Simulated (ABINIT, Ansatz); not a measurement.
# NaAsF6 (Fm-3m): changed settings of a GW run in ABINIT

Aim: change inputs of a GW run on NaAsF6 (Fm-3m) and see what moves.

Calculated with ABINIT 10.8.3; LDA and many-body steps on it, plane waves.

**1. Starting point**

It takes space group Fm-3m (No. 225, cubic). The conventional cell has a = 7.966 Å, b = 7.966 Å, c = 7.966 Å, α = 90.00°, β = 90.00°, γ = 90.00°. Nearest to Na lie 6 F at 2.24 Å. Nearest to As lie 6 F at 1.74 Å. F has 1 As at 1.74 Å and 1 Na at 2.24 Å nearest. Farther neighbours and most contacts between anions are not listed.

Structure file:

```cif
data_structure
_symmetry_space_group_name_H-M 'P 1'
_symmetry_Int_Tables_number 1
_cell_length_a 5.6329
_cell_length_b 5.6329
_cell_length_c 5.6329
_cell_angle_alpha 60.000
_cell_angle_beta 60.000
_cell_angle_gamma 60.000
_cell_volume 126.38
loop_
_atom_site_label
_atom_site_type_symbol
_atom_site_fract_x
_atom_site_fract_y
_atom_site_fract_z
_atom_site_occupancy
Na1 Na 0.50000 0.50000 0.50000 1
As2 As 0.00000 0.00000 0.00000 1
F3 F 0.78163 0.78163 0.21837 1
F4 F 0.21837 0.78163 0.21837 1
F5 F 0.78163 0.21837 0.21837 1
F6 F 0.21837 0.21837 0.78163 1
F7 F 0.78163 0.21837 0.78163 1
F8 F 0.21837 0.78163 0.78163 1
```

The cell and positions are those that the Materials Project relaxed with its own functionals (PBE, PBE+U or r2SCAN), kept fixed.

**2. Screening, 2×2×2 mesh, 116 bands, screening to 114.3 eV**

This step: ABINIT 10.8.3; RPA screening on LDA, plane waves, norm-conserving pseudopotentials.

The RPA dielectric matrix is built and inverted for each q.

Contents of run.abi:

```
acell 3*1.0 Angstrom
rprim 
  -0.000000000000 3.983049320000 3.983049320000
  3.983049320000 -0.000000000000 3.983049320000
  3.983049320000 3.983049320000 0.000000000000
ntypat 3
znucl 11 33 9
natom 8
typat 1 2 3 3 3 3 3 3
xred 
  0.500000000000 0.500000000000 0.500000000000
  0.000000000000 0.000000000000 0.000000000000
  0.781629880000 0.781629880000 0.218370120000
  0.218370120000 0.781629880000 0.218370120000
  0.781629880000 0.218370120000 0.218370120000
  0.218370120000 0.218370120000 0.781629880000
  0.781629880000 0.218370120000 0.781629880000
  0.218370120000 0.781629880000 0.781629880000
pp_dirpath "pseudos"
pseudos "Na.upf, As.upf, F.upf"
ecut 38
ngkpt 2 2 2
nshiftk 1
shiftk 0 0 0
kptopt 1
chksymbreak 0
istwfk *1
occopt 1
irdwfk 1
optdriver 3
nband 116
ecuteps 4.2
inclvkb 2
awtr 1
symchi 1
indata_prefix "in"
outdata_prefix "out"
tmpdata_prefix "tmp"
```

On the command line:

```bash
$ OMP_NUM_THREADS=1 mpirun -n 4 abinit run.abi > log
```

The log of the run:

```text
.Version 10.8.3 of ABINIT. v10.8.2 released Aug 2026.

 Symmetries : space group Fm -3 m (#225); Bravais cF (face-center cubic)
[... echo of the input left out ...]
== DATASET  1 ==================================================================
-   mpi_nproc: 4, omp_nthreads: 1 (-1 if OMP is not activated)

--- !DatasetInfo
iteration_state: {dtset: 1, }
dimensions: {natom: 8, nkpt: 3, mband: 116, nsppol: 1, nspinor: 1, nspden: 1, mpw: 9577, }
cutoff_energies: {ecut:  38.0, pawecutdg:  -1.0, }
electrons: {nelect:   6.60000000E+01, charge:   0.00000000E+00, occopt:   1.00000000E+00, tsmear:   1.00000000E-02, }

 SCREENING: Calculation of the susceptibility and dielectric matrices

 Based on a program developped by R.W. Godby, V. Olevano, G. Onida, and L. Reining.
 Incorporated in ABINIT by V. Olevano, G.-M. Rignanese, and M. Torrent.
.Using double precision arithmetic ; gwpc =  8

[... cell and pseudopotentials left out ...]
--------------------------------------------------------------------------------

 ==== K-mesh for the wavefunctions ====
 Number of points in the irreducible wedge :     3
[... list of points left out ...]
 Together with 48 symmetry operations and time-reversal symmetry
 yields     8 points in the full Brillouin Zone.

 ==== Q-mesh for the screening function ====
 Number of points in the irreducible wedge :     3
[... list of points left out ...]
 Together with 48 symmetry operations and time-reversal symmetry
 yields     8 points in the full Brillouin Zone.

 setmesh: FFT mesh size selected  =    40x   40x   40
          total number of points  =        64000

 vcoul_init : cutoff-mode = AUXILIARY_FUNCTION
 q-points for optical limit:   1
     1)      0.000010    0.000020    0.000030

- screening: taking advantage of time-reversal symmetry
- Maximum band index for partially occupied states nbvw = 33
- Remaining bands to be divided among processors   nbcw = 83
- Number of bands treated by each node ~20

 Number of electrons calculated from density =   66.0000; Expected =   66.0000
 average of density, n =  0.077387
 r_s =    1.4557
 omega_plasma =   26.8343 [eV]

 calculating chi0 at frequencies [eV] :
  1    0.000000E+00    0.000000E+00
  2    0.000000E+00    2.683433E+01

--------------------------------------------------------------------------------
  q-point number  1        q = ( 0.000000, 0.000000, 0.000000) [r.l.u.]
--------------------------------------------------------------------------------
[... chi0 elements left out ...]
 For q-point:  0.000010 0.000020 0.000030
  dielectric constant =   1.7338
  dielectric constant without local fields =   1.9147

  Average fulfillment of the sum rule on Im[epsilon] for q-point    1 :     32.28  [%]
[... wings left out ...]
  q-point number  2        q = ( 0.500000, 0.000000, 0.000000) [r.l.u.]
--------------------------------------------------------------------------------
[... chi0 elements left out ...]
  Average fulfillment of the sum rule on Im[epsilon] for q-point    2 :     37.35  [%]

 [... 1 further q-points ...]
```

The job ended after 23 s (4 MPI ranks of Arm Neoverse V2, shared host; peak memory 1.4 GiB).

Numbers from this step:

```yaml
eps_infinity_with_local_fields_on_this_mesh_along_the_program_s_q_direction: 1.734
the_same_without_local_fields: 1.915
plasma_frequency: 26.83 eV
plane_waves_in_the_screening_matrix: 339
```

Local fields lower ε∞ by 9 %. On a Γ-centred mesh this coarse the value itself is usually too large, while a short band sum pulls it down.

**3. Base**

The self-energy is evaluated for the states that the input lists, and the levels follow from it, in one-shot runs by the linearised quasiparticle equation.

This step: G0W0 on LDA, plane waves, norm-conserving pseudopotentials.

Edit run.abi of step 2 so:

```diff
@@ -29,8 +29,15 @@
 irdwfk 1
-optdriver 3
+optdriver 4
 nband 116
+gwcalctyp 0
+ecutsigx 38
+symsigma 1
+nkptgw 1
+kptgw 
+  0.0000000000 0.0000000000 0.0000000000
+bdgw 
+  31 35
 ecuteps 4.2
-inclvkb 2
-awtr 1
-symchi 1
+irdscr 1
+ppmodel 1
 indata_prefix "in"
```

The log of the run:

```text
.Version 10.8.3 of ABINIT. v10.8.2 released Aug 2026.

 Symmetries : space group Fm -3 m (#225); Bravais cF (face-center cubic)
[... echo of the input left out ...]
== DATASET  1 ==================================================================
-   mpi_nproc: 4, omp_nthreads: 1 (-1 if OMP is not activated)

--- !DatasetInfo
iteration_state: {dtset: 1, }
dimensions: {natom: 8, nkpt: 3, mband: 116, nsppol: 1, nspinor: 1, nspden: 1, mpw: 9577, }
cutoff_energies: {ecut:  38.0, pawecutdg:  -1.0, }
electrons: {nelect:   6.60000000E+01, charge:   0.00000000E+00, occopt:   1.00000000E+00, tsmear:   1.00000000E-02, }

 SIGMA: Calculation of the GW corrections

 Based on a program developped by R.W. Godby, V. Olevano, G. Onida, and L. Reining.
 Incorporated in ABINIT by V. Olevano, G.-M. Rignanese, and M. Torrent.
.Using double precision arithmetic ; gwpc =  8

[... cell and pseudopotentials left out ...]
--------------------------------------------------------------------------------

 ==== K-mesh for the wavefunctions ====
 Number of points in the irreducible wedge :     3
[... list of points left out ...]
 Together with 48 symmetry operations and time-reversal symmetry
 yields     8 points in the full Brillouin Zone.

 ==== Q-mesh for screening function ====
 Number of points in the irreducible wedge :     3
[... list of points left out ...]
 Together with 48 symmetry operations and time-reversal symmetry
 yields     8 points in the full Brillouin Zone.

 vcoul_init : cutoff-mode = AUXILIARY_FUNCTION
 q-points for optical limit:   1
     1)      0.000010    0.000020    0.000030
 setmesh: FFT mesh size selected  =    60x   60x   60
          total number of points  =       216000

 Number of electrons calculated from density =   66.0000; Expected =   66.0000
 average of density, n =  0.077387
 r_s =    1.4557
 omega_plasma =   26.8343 [eV]

 === KS Band Gaps ===
  >>>> For spin  1
   Minimum direct gap =   5.2861 [eV], located at k-point      :   0.0000  0.0000  0.0000
   Fundamental gap    =   5.2861 [eV], Top of valence bands at :   0.0000  0.0000  0.0000
                                       Bottom of conduction at :   0.0000  0.0000  0.0000
 SIGMA fundamental parameters:
 PLASMON POLE MODEL  1
 number of plane-waves for SigmaX                 9577
 number of plane-waves for SigmaC and W            339
 number of plane-waves for wavefunctions          9577
 number of bands                                   116
 number of independent spin polarizations            1
 number of spinorial components                      1
 number of k-points in IBZ                           3
 number of q-points in IBZ                           3
 number of symmetry operations                      48
 number of k-points in BZ                            8
 number of q-points in BZ                            8
 number of frequencies for dSigma/dE                 9
 frequency step for dSigma/dE [eV]                0.25
 number of omega for Sigma on real axis              0
 max omega for Sigma on real axis  [eV]           0.00
 zcut for avoiding poles [eV]                     0.10

 EPSILON^-1 parameters (SCR file):
 dimension of the eps^-1 matrix on file            339
 dimension of the eps^-1 matrix used               339
 number of plane-waves for wavefunctions          9577
 number of bands                                   116
 number of q-points in IBZ                           3
 number of frequencies                               2
 number of real frequencies                          1
 number of imag frequencies                          1

 matrix elements of self-energy operator (all in [eV])

 Perturbative Calculation

--- !SelfEnergy_ee
iteration_state: {dtset: 1, }
kpoint     : [   0.000,    0.000,    0.000, ]
spin       : 1
KS_gap     :    5.286
QP_gap     :   10.539
Delta_QP_KS:    5.253
data: !SigmaeeData |
     Band     E0 <VxcDFT>   SigX SigC(E0)      Z dSigC/dE  Sig(E)    E-E0       E
       31  -3.964 -23.072 -30.801   5.042   0.826  -0.210 -25.291  -2.219  -6.184
       32  -3.964 -23.072 -30.801   5.042   0.826  -0.210 -25.291  -2.219  -6.184
       33  -3.964 -23.072 -30.801   5.042   0.826  -0.210 -25.291  -2.219  -6.184
       34   1.322 -18.169 -13.133  -1.595   0.881  -0.134 -15.135   3.033   4.355
       35   5.312  -9.938  -5.419  -1.938   0.909  -0.100  -7.593   2.345   7.657

== END DATASET(S) ==============================================================
================================================================================

 -outvars: echo values of variables after computation  --------
           etotal      0.0000000000E+00
            nband         116
             nkpt           3
          spgroup         225
 [... the other variables as echoed above ...]

 Calculation completed.
```

The job ended after 5.4 s (4 MPI ranks; peak memory 1.3 GiB; 21 s of CPU time).

Numbers from this step:

| Quantity | Value |
| --- | --- |
| G0W0 gap on the points computed | 10.54 eV |
| starting gap on the mesh | 5.286 eV |
| k of the valence top | 0, 0, 0 |
| k of the conduction bottom | 0, 0, 0 |
| Z at the valence top | 0.826 |
| Z at the conduction bottom | 0.881 |
| least direct G0W0 gap on the computed points | 10.54 eV |

The gap on the mesh goes from 5.29 eV to 10.54 eV, a correction of +5.25 eV.

**4. Broadening of the poles**

Edit run.abi of step 3 so:

```diff
@@ -42,2 +42,3 @@
 ppmodel 1
+zcut 0.5 eV
 indata_prefix "in"
```

The log of the run:

```text
.Version 10.8.3 of ABINIT. v10.8.2 released Aug 2026.

 Symmetries : space group Fm -3 m (#225); Bravais cF (face-center cubic)
[... echo of the input left out ...]
== DATASET  1 ==================================================================
-   mpi_nproc: 4, omp_nthreads: 1 (-1 if OMP is not activated)

--- !DatasetInfo
iteration_state: {dtset: 1, }
dimensions: {natom: 8, nkpt: 3, mband: 116, nsppol: 1, nspinor: 1, nspden: 1, mpw: 9577, }
cutoff_energies: {ecut:  38.0, pawecutdg:  -1.0, }
electrons: {nelect:   6.60000000E+01, charge:   0.00000000E+00, occopt:   1.00000000E+00, tsmear:   1.00000000E-02, }

 SIGMA: Calculation of the GW corrections

 Based on a program developped by R.W. Godby, V. Olevano, G. Onida, and L. Reining.
 Incorporated in ABINIT by V. Olevano, G.-M. Rignanese, and M. Torrent.
.Using double precision arithmetic ; gwpc =  8

[... cell and pseudopotentials left out ...]
--------------------------------------------------------------------------------

 ==== K-mesh for the wavefunctions ====
 Number of points in the irreducible wedge :     3
[... list of points left out ...]
 Together with 48 symmetry operations and time-reversal symmetry
 yields     8 points in the full Brillouin Zone.

 ==== Q-mesh for screening function ====
 Number of points in the irreducible wedge :     3
[... list of points left out ...]
 Together with 48 symmetry operations and time-reversal symmetry
 yields     8 points in the full Brillouin Zone.

 vcoul_init : cutoff-mode = AUXILIARY_FUNCTION
 q-points for optical limit:   1
     1)      0.000010    0.000020    0.000030
 setmesh: FFT mesh size selected  =    60x   60x   60
          total number of points  =       216000

 Number of electrons calculated from density =   66.0000; Expected =   66.0000
[...]
number of q-points in IBZ                           3
 number of symmetry operations                      48
 number of k-points in BZ                            8
 number of q-points in BZ                            8
 number of frequencies for dSigma/dE                 9
 frequency step for dSigma/dE [eV]                0.25
 number of omega for Sigma on real axis              0
 max omega for Sigma on real axis  [eV]           0.00
 zcut for avoiding poles [eV]                     0.50

 EPSILON^-1 parameters (SCR file):
 dimension of the eps^-1 matrix on file            339
 dimension of the eps^-1 matrix used               339
 number of plane-waves for wavefunctions          9577
 number of bands                                   116
 number of q-points in IBZ                           3
 number of frequencies                               2
 number of real frequencies                          1
 number of imag frequencies                          1

 matrix elements of self-energy operator (all in [eV])

 Perturbative Calculation

--- !SelfEnergy_ee
iteration_state: {dtset: 1, }
kpoint     : [   0.000,    0.000,    0.000, ]
spin       : 1
KS_gap     :    5.286
QP_gap     :   10.539
Delta_QP_KS:    5.253
data: !SigmaeeData |
     Band     E0 <VxcDFT>   SigX SigC(E0)      Z dSigC/dE  Sig(E)    E-E0       E
       31  -3.964 -23.072 -30.801   5.042   0.826  -0.210 -25.291  -2.219  -6.184
       32  -3.964 -23.072 -30.801   5.042   0.826  -0.210 -25.291  -2.219  -6.184
       33  -3.964 -23.072 -30.801   5.042   0.826  -0.210 -25.291  -2.219  -6.184
       34   1.322 -18.169 -13.133  -1.595   0.881  -0.134 -15.135   3.033   4.355
       35   5.312  -9.938  -5.419  -1.938   0.909  -0.100  -7.593   2.345   7.657

== END DATASET(S) ==============================================================
================================================================================

 -outvars: echo values of variables after computation  --------
           etotal      0.0000000000E+00
            nband         116
             nkpt           3
          spgroup         225
 [... the other variables as echoed above ...]

 Calculation completed.
```

Elapsed: 5.4 s, on 4 MPI ranks; peak memory 1.3 GiB; 21 s of CPU time.

This step gave:

```
G0W0 gap on the points computed              : 10.54 eV
starting gap on the mesh                     : 5.286 eV
k of the valence top                         : 0, 0, 0
k of the conduction bottom                   : 0, 0, 0
Z at the valence top                         : 0.826
Z at the conduction bottom                   : 0.881
least direct G0W0 gap on the computed points : 10.54 eV
```

Against G0W0 in ABINIT (2×2×2 mesh, 116 bands, screening to 114.3 eV, Godby-Needs plasmon pole), the gap moves by +0.000 eV.

(Part 1 of 2 ends here.)

[Paths, hosts, dates, memory and timing lines, banners, echoed tables and standing remarks are left out of the program output.]

[Logs are printed without paths, hosts, clocks, repeated set-up lines and the standing remarks that a program may print on its own settings, such as how far it seeks lower states.]

[Runs of the session that timed out or met a known fault of the program may be left out.]

[No measured gap is set beside runs whose start may be inverted or whose files or cutoffs have a known fault.]

[Hosts, paths, dates, database ids (printed as entryN), source tags and the programs' standing remarks are cut or masked in the printed files.]

[G0W0 gaps are taken among the corrected bands and points alone; a level outside them can change the order at an edge.]

[Where Ansatz stands beside ABINIT at settings called matched, ABINIT's density can come from a denser mesh and the files from another edition; pairs whose starting gaps differed by over 0.03 eV were left out, so agreement reads better than it is.]
